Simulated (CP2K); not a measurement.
Consider dimethyl sulfone at its PBE geometry (Å).

```xyz
11

C     1.3102    0.6124   -0.0324
S     0.0786   -0.6111   -0.4775
C    -1.3766   -0.0970    0.4329
O     0.5077   -1.8915    0.0595
O    -0.2043   -0.4669   -1.8966
H     0.9746    1.6057   -0.3508
H     2.2172    0.3272   -0.5794
H     1.4919    0.5730    1.0473
H    -2.1545   -0.8276    0.1795
H    -1.6799    0.9051    0.1100
H    -1.1649   -0.1291    1.5074
```

Method: CP2K XAS_TDP, all-electron GAPW, PBEh(45%), aug-cc-pVDZ, TDA, GW2X-corrected core level, ZORA, spin–orbit coupling.

**Question.** Where do the S L₂,₃-edge lines lie, and how strong are they?

Leading lines: S2 173.38 eV. The leading line of an atom is its first one with 35 % of the strongest within 2.5 eV of its lowest line over the strength cut. Core ionisation energies at this level: S2 175.70/175.74/176.93 eV; the 2p½ level lies 1.20 eV above the 2p3/2 pair.

The first six lines of each atom with a strength over 0.0003:

| atom | energy (eV) | states | strength, one atom | above the computed threshold |
| --- | --- | --- | --- | --- |
| S2 (bonded to 2 C and 2 O) | 172.62 | 1 | 0.0014 |  |
|  | 172.65 | 1 | 0.0012 |  |
|  | 172.76 | 1 | 0.0011 |  |
|  | 172.87 | 2 | 0.0003 |  |
|  | 173.14 | 2 | 0.0003 |  |
|  | 173.23 | 3 | 0.0011 |  |

Lines are vertical, at one geometry, with no vibrational structure. GW2X ionisation energies and lines can be off by 1 to 2 eV either way, and a good line position may hide errors that cancel. Rydberg lines, and the discretised continuum above threshold, depend on the basis and the box.

[Banner, clock and machine lines of the logs are left out without a mark of their own.]

[Logs are printed without paths, hosts, clocks, repeated set-up lines and the standing remarks that a program may print on its own settings, such as how far it seeks lower states.]

[Hosts, paths, dates, database ids (printed as entryN), source tags and the programs' standing remarks are cut or masked in the printed files.]
